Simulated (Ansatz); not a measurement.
# Na on Cu(100): change of the work function

Wanted: Δφ(θ) for Na/Cu(100), starting from the hollow site.

Main program and level: Ansatz 0.2.0; plane-wave DFT, PBE, Ansatz PAW.

## Step 1: Starting point

The cell holds 4 atoms: 4 Cu. Its edges and angles: a = 2.553 Å, b = 2.553 Å, c = 23.415 Å, α = 90.0°, β = 90.0°, γ = 90.0°. Vacuum lies along c.

## Step 2: The clean slab

The bare slab comes first, as the zero from which every change is counted. The two lowest layers are held at bulk places and the upper ones relax. The dipole correction removes the false field that a one-sided slab makes across the periodic vacuum, so each face gets a flat vacuum level of its own.

input.yaml reads:

```yaml
crystal:
  lattice:
    - [2.5526554801, 0.0, 0.0]
    - [0.0, 2.5526554801, 0.0]
    - [0.0, 0.0, 23.415]
  atoms:
    - { symbol: Cu, position: [0.5, 0.5, 0.3843689942] }
    - { symbol: Cu, position: [0.0, 0.0, 0.4614563314] }
    - { symbol: Cu, position: [0.5, 0.5, 0.5385436686] }
    - { symbol: Cu, position: [0.0, 0.0, 0.6156310058] }
kpoints:
  mp_grid: { grid: [12, 12, 1] }
hamiltonian:
  xc: pbe
scf:
  occupations: { method: fermi_dirac, width: 0.1 }
  convergence: { dr2_threshold: 1.0e-08 }
efield:
  axis: 3
  dipole_correction: true
  ramp_position: 0.97
  ramp_width: 0.06
relax:
  f_tol: 0.02
  max_steps: 60
  constraints: [{ sites: [0, 1] }]
output:
  write_potential: true
  write_density: true
  volumetric_format: npy
```

The run is started by

```console
> ansatz run input.yaml --threads 4 --pin off --max-ram 16384MiB --backend cpu --events-out ev --progress --plain --runs-dir out
```

What it wrote:

```text
Engine: ansatz 0.2.0, aarch64-unknown-linux-gnu
Pseudopotentials: kind: paw
Pseudopotential: Cu, paw, valence charge 19, recommended cutoff 420 eV (normal), Cu.paw.azcp
Functional definition: PBE
  parameter kappa = 0.804
  parameter beta = 0.066725
  exchange = pbe_x(kappa = kappa, mu = beta*pi^2/3)
  correlation = pbe_c(beta = beta)
Crystal: 4 atoms, lattice volume = 152.573 Å³
Basis set: ecut = 420 eV, 3011 PW (Γ), exchange–correlation on 36×36×320 points (8 copies of the dense FFT grid, shifted against one another)
Bands: 46, of which v1, the nominal top of the filled ones, is band 38 counted from 1 (37 counted from 0)
Symmetry: 8 space group operations
k-points: 28 of 144
Non-local potential: Cu, projectors of the file, l = 0: 3, l = 1: 2, l = 2: 3, l = 3: 1
PAW form: soft (Blöchl's): semilocal exchange-correlation on the pseudo side does not see the compensation charge
PAW one-centre angular grid: Cu, 590 points (default); XC on 64 Gauss nodes
Initial density: superposition of atomic densities (neutral atoms: chi_scale 0, normalization atom), corrected by the library's trained network
Initial wavefunctions: pseudopotential atomic-orbital guess
Functional: x = pbe(κ = 0.804, μ = 0.219515), c = pbe(β = 0.066725)
SCF iter   1: F=—  HF=-26499.487320 eV  |F-HF|=—  |Δ(HF+E_count)|=         —  Δρ=1.44e-3  dr2=1.11e-2  ethr=1.77e-3  p=-0.000 e·Å  D=-7.17e-15 V/Å  ΔV_dip=0.00 eV  dr2_dipole=9.36e-9  V_vac-E_F(+/−)=4.49/4.49 eV  ⟨swp⟩=8.7  Hψ=5648  notcnv=0  defer=4
efield: sawtooth ramp at fractional position 0.9700 (set: `efield.ramp_position`, or a place that a band, a saddle search or an elastic batch's reference lends), width 0.0600; the density the first Hamiltonian is built on has a dipole p = -0.000 e·Å; the dipole correction subtracts the counter field D = -7.17e-15 V/Å, which shifts the + side's vacuum level by +0.00 eV against the − side's; the planar-averaged density in the ramp window peaks in size at 3.2e-5 e/Å³
preconditioner: auto → LDOS  [metal: Δε(μ)=0.060 eV  Ē_g=8.062 eV  σ=0.100 eV  W_gap=0.15  n_scr=18 (ndim 8)  ℏωp=19.9 eV  f_vac=0.639  D(μ)=1.29/eV (n_scr^D=8)  β→1.0]
SCF iter   2: F=—  HF=-26499.492234 eV  |F-HF|=—  |Δ(HF+E_count)|=   4.91e-3  Δρ=1.83e-3  dr2=4.23e-3  ethr=1.46e-5  p=-0.000 e·Å  D=-6.15e-6 V/Å  ΔV_dip=0.00 eV  dr2_dipole=8.99e-8  V_vac-E_F(+/−)=4.58/4.58 eV  ⟨swp⟩=2.9  Hψ=2867  notcnv=0  defer=39
SCF iter   3: F=—  HF=-26499.491934 eV  |F-HF|=—  |Δ(HF+E_count)|=   3.00e-4  Δρ=1.46e-3  dr2=1.64e-3  ethr=5.57e-6  p=-0.000 e·Å  D=-3.99e-5 V/Å  ΔV_dip=0.00 eV  dr2_dipole=2.09e-7  V_vac-E_F(+/−)=4.57/4.57 eV  ⟨swp⟩=2.5  Hψ=2210  notcnv=0  defer=39
SCF iter   4: F=—  HF=-26499.491508 eV  |F-HF|=—  |Δ(HF+E_count)|=   4.25e-4  Δρ=1.91e-4  dr2=1.24e-4  ethr=2.16e-6  p=0.000 e·Å  D=2.29e-5 V/Å  ΔV_dip=-0.00 eV  dr2_dipole=3.76e-9  V_vac-E_F(+/−)=4.57/4.57 eV  ⟨swp⟩=2.0  Hψ=1832  notcnv=0  defer=39
SCF iter   5: F=—  HF=-26499.491515 eV  |F-HF|=—  |Δ(HF+E_count)|=   6.70e-6  Δρ=1.10e-4  dr2=2.44e-5  ethr=1.63e-7  p=-0.000 e·Å  D=-1.13e-5 V/Å  ΔV_dip=0.00 eV  dr2_dipole=1.49e-9  V_vac-E_F(+/−)=4.58/4.58 eV  ⟨swp⟩=2.1  Hψ=1761  notcnv=0  defer=39
SCF iter   6: F=—  HF=-26499.491522 eV  |F-HF|=—  |Δ(HF+E_count)|=   7.00e-6  Δρ=1.05e-4  dr2=1.04e-5  ethr=3.21e-8  p=0.000 e·Å  D=2.18e-5 V/Å  ΔV_dip=-0.00 eV  dr2_dipole=1.22e-8  V_vac-E_F(+/−)=4.58/4.58 eV  ⟨swp⟩=2.0  Hψ=1843  notcnv=0  defer=39
SCF iter   7: F=—  HF=-26499.491515 eV  |F-HF|=—  |Δ(HF+E_count)|=   7.04e-6  Δρ=2.78e-5  dr2=8.10e-7  ethr=1.37e-8  p=0.000 e·Å  D=4.93e-6 V/Å  ΔV_dip=-0.00 eV  dr2_dipole=2.35e-11  V_vac-E_F(+/−)=4.58/4.58 eV  ⟨swp⟩=2.1  Hψ=1733  notcnv=0  defer=39
SCF iter   8: F=—  HF=-26499.491526 eV  |F-HF|=—  |Δ(HF+E_count)|=   1.13e-5  Δρ=2.01e-5  dr2=4.10e-7  ethr=1.07e-9  p=0.000 e·Å  D=3.53e-6 V/Å  ΔV_dip=-0.00 eV  dr2_dipole=2.39e-9  V_vac-E_F(+/−)=4.58/4.58 eV  ⟨swp⟩=2.0  Hψ=1851  notcnv=0  defer=39
SCF iter   9: F=—  HF=-26499.491526 eV  |F-HF|=—  |Δ(HF+E_count)|=   1.27e-7  Δρ=8.58e-6  dr2=8.09e-8  ethr=5.39e-10  p=0.000 e·Å  D=5.33e-7 V/Å  ΔV_dip=-0.00 eV  dr2_dipole=3.71e-10  V_vac-E_F(+/−)=4.58/4.58 eV  ⟨swp⟩=2.0  Hψ=1812  notcnv=0  defer=39
SCF iter  10: F=-26499.491526 eV  HF=-26499.491526 eV  |F-HF|=5.55e-8  |Δ(HF+E_count)|=   3.77e-8  Δρ=1.16e-6  dr2=1.64e-9  ethr=1.32e-11  p=0.000 e·Å  D=2.47e-7 V/Å  ΔV_dip=-0.00 eV  dr2_dipole=7.83e-12  V_vac-E_F(+/−)=4.58/4.58 eV  ⟨swp⟩=8.1  Hψ=9194  notcnv=0
SCF 1 converged in 10 iterations: F = -26499.491526 eV  dr2 = 1.64e-9
  greatest PAW one-centre occupation: 1.000 electrons in one spin orbital (limit 2), on the Cu atom at site 3 (counted from 0), in its partial waves of l = 0
relax step   1: F+E_penalty+E_count = -26499.49152650 eV  Δ(F+E_penalty+E_count) = +0.000e0 eV  max|allowed force component| = 2.181e-1 eV/Å  Δτ_max = 0.0000 Å  (10 SCF iters, accepted)
Initial density: handed on by an earlier stage of this run
Initial wavefunctions: those handed on with the density
iter 1 solved again at ethr=4.94e-7 eV; its pass at ethr=3.10e-3 eV (dr2=3.76e-4 eV) is discarded
SCF iter   1: F=—  HF=-26499.493642 eV  |F-HF|=—  |Δ(HF+E_count)|=         —  Δρ=7.18e-4  dr2=3.81e-4  ethr=4.94e-7  p=0.000 e·Å  D=6.55e-7 V/Å  ΔV_dip=-0.00 eV  dr2_dipole=5.33e-7  V_vac-E_F(+/−)=4.58/4.58 eV  ⟨swp⟩=2.8  Hψ=4247  notcnv=0  defer=52
efield: sawtooth ramp at fractional position 0.9700 (set: `efield.ramp_position`, or a place that a band, a saddle search or an elastic batch's reference lends), width 0.0600; the density the first Hamiltonian is built on has a dipole p = 0.000 e·Å; the dipole correction subtracts the counter field D = 6.55e-7 V/Å, which shifts the + side's vacuum level by -0.00 eV against the − side's; the planar-averaged density in the ramp window peaks in size at 2.3e-5 e/Å³
preconditioner: auto → LDOS  [metal: Δε(μ)=0.090 eV  Ē_g=8.129 eV  σ=0.100 eV  W_gap=0.22  n_scr=18 (ndim 8)  ℏωp=19.9 eV  f_vac=0.638  D(μ)=1.28/eV (n_scr^D=8)  β→1.0]
SCF iter   2: F=—  HF=-26499.493463 eV  |F-HF|=—  |Δ(HF+E_count)|=   1.80e-4  Δρ=1.93e-4  dr2=8.92e-5  ethr=4.94e-7  p=0.000 e·Å  D=2.69e-4 V/Å  ΔV_dip=-0.01 eV  dr2_dipole=1.27e-5  V_vac-E_F(+/−)=4.58/4.58 eV  ⟨swp⟩=2.1  Hψ=2198  notcnv=0  defer=52
SCF iter   3: F=—  HF=-26499.493458 eV  |F-HF|=—  |Δ(HF+E_count)|=   4.73e-6  Δρ=1.84e-4  dr2=3.53e-5  ethr=1.17e-7  p=0.000 e·Å  D=1.03e-4 V/Å  ΔV_dip=-0.00 eV  dr2_dipole=5.88e-7  V_vac-E_F(+/−)=4.58/4.58 eV  ⟨swp⟩=2.0  Hψ=1859  notcnv=0  defer=52
SCF iter   4: F=—  HF=-26499.493455 eV  |F-HF|=—  |Δ(HF+E_count)|=   2.82e-6  Δρ=9.12e-5  dr2=8.65e-6  ethr=4.64e-8  p=0.000 e·Å  D=1.63e-4 V/Å  ΔV_dip=-0.00 eV  dr2_dipole=1.04e-7  V_vac-E_F(+/−)=4.58/4.58 eV  ⟨swp⟩=2.0  Hψ=1849  notcnv=0  defer=52
SCF iter   5: F=—  HF=-26499.493458 eV  |F-HF|=—  |Δ(HF+E_count)|=   3.12e-6  Δρ=2.20e-5  dr2=5.03e-7  ethr=1.14e-8  p=0.000 e·Å  D=1.56e-4 V/Å  ΔV_dip=-0.00 eV  dr2_dipole=1.16e-8  V_vac-E_F(+/−)=4.58/4.58 eV  ⟨swp⟩=2.0  Hψ=1786  notcnv=0  defer=52
SCF iter   6: F=—  HF=-26499.493458 eV  |F-HF|=—  |Δ(HF+E_count)|=   2.31e-7  Δρ=1.23e-5  dr2=1.50e-7  ethr=6.62e-10  p=0.000 e·Å  D=1.63e-4 V/Å  ΔV_dip=-0.00 eV  dr2_dipole=2.72e-9  V_vac-E_F(+/−)=4.58/4.58 eV  ⟨swp⟩=2.0  Hψ=1850  notcnv=0  defer=52
SCF iter   7: F=-26499.493458 eV  HF=-26499.493458 eV  |F-HF|=7.91e-9  |Δ(HF+E_count)|=   8.22e-8  Δρ=2.24e-6  dr2=5.36e-9  ethr=1.32e-11  p=0.000 e·Å  D=1.65e-4 V/Å  ΔV_dip=-0.00 eV  dr2_dipole=5.96e-12  V_vac-E_F(+/−)=4.58/4.58 eV  ⟨swp⟩=8.1  Hψ=9402  notcnv=0
SCF 2 converged in 7 iterations: F = -26499.493458 eV  dr2 = 5.36e-9
  greatest PAW one-centre occupation: 1.000 electrons in one spin orbital (limit 2), on the Cu atom at site 0 (counted from 0), in its partial waves of l = 0
relax step   2: F+E_penalty+E_count = -26499.49345845 eV  Δ(F+E_penalty+E_count) = -1.932e-3 eV  max|allowed force component| = 1.395e-1 eV/Å  Δτ_max = 0.0117 Å  (7 SCF iters, accepted)
SCF iter   1: F=—  HF=-26499.495296 eV  |F-HF|=—  |Δ(HF+E_count)|=         —  Δρ=1.19e-3  dr2=9.92e-4  ethr=1.36e-5  p=0.000 e·Å  D=1.65e-4 V/Å  ΔV_dip=-0.00 eV  dr2_dipole=3.18e-9  V_vac-E_F(+/−)=4.58/4.58 eV  ⟨swp⟩=3.2  Hψ=3121  notcnv=0  defer=52
efield: sawtooth ramp at fractional position 0.9700 (set: `efield.ramp_position`, or a place that a band, a saddle search or an elastic batch's reference lends), width 0.0600; the density the first Hamiltonian is built on has a dipole p = 0.000 e·Å; the dipole correction subtracts the counter field D = 1.65e-4 V/Å, which shifts the + side's vacuum level by -0.00 eV against the − side's; the planar-averaged density in the ramp window peaks in size at 2.2e-5 e/Å³
preconditioner: auto → LDOS  [metal: Δε(μ)=0.088 eV  Ē_g=8.129 eV  σ=0.100 eV  W_gap=0.21  n_scr=18 (ndim 8)  ℏωp=19.9 eV  f_vac=0.638  D(μ)=1.29/eV (n_scr^D=8)  β→1.0]
SCF iter   2: F=—  HF=-26499.494825 eV  |F-HF|=—  |Δ(HF+E_count)|=   4.71e-4  Δρ=3.85e-4  dr2=2.55e-4  ethr=1.31e-6  p=0.000 e·Å  D=5.86e-4 V/Å  ΔV_dip=-0.01 eV  dr2_dipole=3.47e-5  V_vac-E_F(+/−)=4.57/4.58 eV  ⟨swp⟩=2.0  Hψ=2546  notcnv=0  defer=52
SCF iter   3: F=—  HF=-26499.494799 eV  |F-HF|=—  |Δ(HF+E_count)|=   2.58e-5  Δρ=4.05e-4  dr2=1.71e-4  ethr=3.36e-7  p=0.000 e·Å  D=4.58e-4 V/Å  ΔV_dip=-0.01 eV  dr2_dipole=3.20e-6  V_vac-E_F(+/−)=4.57/4.58 eV  ⟨swp⟩=2.2  Hψ=2080  notcnv=0  defer=52
SCF iter   4: F=—  HF=-26499.494776 eV  |F-HF|=—  |Δ(HF+E_count)|=   2.40e-5  Δρ=6.85e-5  dr2=6.36e-6  ethr=2.25e-7  p=0.000 e·Å  D=4.56e-4 V/Å  ΔV_dip=-0.01 eV  dr2_dipole=2.49e-7  V_vac-E_F(+/−)=4.57/4.58 eV  ⟨swp⟩=2.0  Hψ=1803  notcnv=0  defer=52
SCF iter   5: F=—  HF=-26499.494796 eV  |F-HF|=—  |Δ(HF+E_count)|=   2.04e-5  Δρ=2.59e-5  dr2=9.69e-7  ethr=8.37e-9  p=0.000 e·Å  D=4.76e-4 V/Å  ΔV_dip=-0.01 eV  dr2_dipole=9.11e-8  V_vac-E_F(+/−)=4.57/4.58 eV  ⟨swp⟩=2.9  Hψ=1992  notcnv=0  defer=52
SCF iter   6: F=—  HF=-26499.494796 eV  |F-HF|=—  |Δ(HF+E_count)|=   1.95e-7  Δρ=7.49e-6  dr2=6.43e-8  ethr=1.27e-9  p=0.000 e·Å  D=4.75e-4 V/Å  ΔV_dip=-0.01 eV  dr2_dipole=4.70e-9  V_vac-E_F(+/−)=4.57/4.58 eV  ⟨swp⟩=2.0  Hψ=1717  notcnv=0  defer=52
SCF iter   7: F=—  HF=-26499.494796 eV  |F-HF|=—  |Δ(HF+E_count)|=   2.25e-7  Δρ=3.81e-6  dr2=1.47e-8  ethr=1.32e-11  p=0.000 e·Å  D=4.89e-4 V/Å  ΔV_dip=-0.01 eV  dr2_dipole=1.12e-10  V_vac-E_F(+/−)=4.57/4.58 eV  ⟨swp⟩=9.8  Hψ=9018  notcnv=0
SCF iter   8: F=—  HF=-26499.494796 eV  |F-HF|=—  |Δ(HF+E_count)|=   7.59e-8  Δρ=3.61e-6  dr2=1.52e-8  ethr=1.32e-11  p=0.000 e·Å  D=4.94e-4 V/Å  ΔV_dip=-0.01 eV  dr2_dipole=3.72e-10  V_vac-E_F(+/−)=4.57/4.58 eV  ⟨swp⟩=9.1  Hψ=8386  notcnv=0
SCF iter   9: F=-26499.494796 eV  HF=-26499.494796 eV  |F-HF|=1.08e-9  |Δ(HF+E_count)|=   1.26e-8  Δρ=1.23e-6  dr2=2.58e-9  ethr=1.32e-11  p=0.000 e·Å  D=4.96e-4 V/Å  ΔV_dip=-0.01 eV  dr2_dipole=1.01e-10  V_vac-E_F(+/−)=4.57/4.58 eV  ⟨swp⟩=6.8  Hψ=8438  notcnv=0
SCF 3 converged in 9 iterations: F = -26499.494796 eV  dr2 = 2.58e-9
relax step   3: F+E_penalty+E_count = -26499.49479638 eV  Δ(F+E_penalty+E_count) = -1.338e-3 eV  max|allowed force component| = 2.096e-3 eV/Å  Δτ_max = 0.0196 Å  (9 SCF iters, accepted)
NSCF: frozen V_eff on 28 k-points
the band table was solved once a step of the walk had ended and its energy, with any forces and stress, was formed, with the checks that follow a solve (6803 applications of the Hamiltonian). They found nothing against the state; the energy, forces and stress were not computed again (output.eigenvalues in the input reference)
WARN: The output density's exchange-correlation potential varies sharply where the density is thin. Do not read a vacuum level from v_tot or v_xc, or from such a field of the output density. On a cell that repeats whose density bears no net charge and no dipole along the vacuum's axis use v_es (v_loc + v_h of the components); under efield.dipole_correction with no amplitude use v_es + v_field, which holds any externa [...]
SCF converged after 9 iterations
Free energy (F): -26499.494796 eV
Harris-Foulkes:  -26499.494796 eV  (|F-HF|=1.08e-9)
Internal energy: -26499.450325 eV  (E = F + TS)
E sigma→0 (E₀):  -26499.472561 eV
Entropy (-TS):   -0.044472 eV (-11.118 meV/atom)
Fermi energy:    2.077824 eV
Dipole field:    D = 0.000480 V/Å  (p = 0.000405 e·Å, saw-weighted, corrected)
Work function:   Φ+ = 4.5707 eV   Φ− = 4.5819 eV
Levels:          The Fermi level and band energies are counted from a zero that moves with the ramp; work functions are not
--- Per-component energies (eV) ---
  E_band       = -2536.166481
  E_kinetic    = 1198.309528
  E_local      = -168854.316736  (includes V_loc(G=0)·N_el)
  E_nonlocal   = 1567.140432
  E_hartree    = 82915.850747
  E_xc         = -355.051919
  E_vxc        = -457.887175  (∫ρ·V_xc dr)
  E_paw        = -6658.907342  (= ΣΔE_a)
  E_vpaw       = -1821.114881  (= ΣTr[D̂ρ^β])
  E_aug_tail   = 0.001125  (compensation charges beyond the density's cutoff)
  E_efield     = 0.000000  (sawtooth field / dipole correction)
  E_vefield    = -0.000313  (∫n·V_field dr)
  E_ewald      = 63687.523840
  E_smearing   = -0.044472  (= −TS)
  E_closure    = -0.000000  (closes the sum)
  Σ components = -26499.494796   (vs F -26499.494796, Δ=0.00e0)
--- Forces (eV/Å), atoms counted from 1 ---
  atom   1  Cu     0.00000000     0.00000000     0.10441413
  atom   2  Cu    -0.00000000     0.00000000    -0.10661282
  atom   3  Cu     0.00000000     0.00000000     0.00010979
  atom   4  Cu     0.00000000     0.00000000     0.00209603
  max |Σ_I F_I| component: 7.12e-6 eV/Å
--- Band table (eV; the first three rows and the last of 28) ---
  k-point 0: bands = [... 34 lower, 0.3997, 0.6183, 0.6474, 0.6474, 0.6479, 1.6164, 3.1949, 6.4525, ... 4 higher]
  k-point 1: bands = [... 34 lower, 0.4671, 0.5052, 0.5494, 0.6055, 0.6780, 1.9009, 3.5303, 6.6065, ... 4 higher]
  k-point 2: bands = [... 34 lower, 0.4625, 0.4862, 0.5546, 0.6159, 0.6727, 2.5350, 4.3478, 7.0666, ... 4 higher]
  k-point 27: bands = [... 34 lower, 1.0039, 1.0231, 4.5597, 4.5597, 6.7457, 6.7457, 9.5125, 9.5174, ... 4 higher]
--- Relaxed structure (3 steps of the walk, 3 accepted, 0 SCFs on fresh bases) ---
  F+E_penalty+E_count = -26499.49479638 eV   max|allowed force component| = 2.096e-3 eV/Å
  atoms:
    - { symbol: Cu, position: [0.5, 0.5, 0.384369] }
    - { symbol: Cu, position: [0.0, 0.0, 0.461456] }
    - { symbol: Cu, position: [0.5, 0.5, 0.539882] }
    - { symbol: Cu, position: [0, 0.0, 0.615758] }
```

It took 21 s on 4 threads of Arm Neoverse V1, shared host; peak memory 0.57 GiB; 78 s of CPU time.

The steps of the relaxation:

```csv
step,energy less that of the first step (eV),largest force component (eV/Å)
1,0.0000,0.2181
2,-0.0019,0.1395
3,-0.0033,0.0021
```

Forces are held to the 8 operations that the program found; a distortion that breaks them can't arise in this run.

The atoms that moved most (Å):

```csv
atom,dx,dy,dz,length
Cu3,0.000,0.000,0.031,0.031
```

Numbers from this step:

```yaml
energy_at_zero_smearing: -26499.4726 eV
work_function_upper_face: 4.571 eV
dipole_along_the_normal: 4.05e-4 e·Å
```

Running mean over 1.805 Å of the planar mean; the ramp of the sawtooth is left out. The electron's electrostatic potential energy less the Fermi level by z:

```csv
z (Å),electron's electrostatic potential energy less the Fermi level (eV)
3,4.58
4,4.58
5,4.58
6,4.54
7,4.10
8,-1.44
9,-8.30
10,-8.72
11,-8.72
12,-8.55
13,-8.94
14,-8.80
15,-5.53
16,3.08
17,4.46
18,4.56
19,4.57
20,4.57
```

The relaxation took 3 steps and lowered the energy by 0.0033 eV; the largest force on the free atoms ends at 0.0021 eV/Å.

The work function of the upper face is 4.57 eV.

(Part 1 of 3 ends here.)

[Long decimals in the printed logs are rounded to 6 places.]

[Logs are printed without paths, hosts, clocks, repeated set-up lines and the standing remarks that a program may print on its own settings, such as how far it seeks lower states.]

[Hosts, paths, dates, database ids (printed as entryN), source tags and the programs' standing remarks are cut or masked in the printed files.]

[Maps of the electrostatic potential energy from Ansatz leave out the sawtooth potential of an applied field or a dipole correction, so their vacuum need not be flat; planar profiles and work functions include it.]
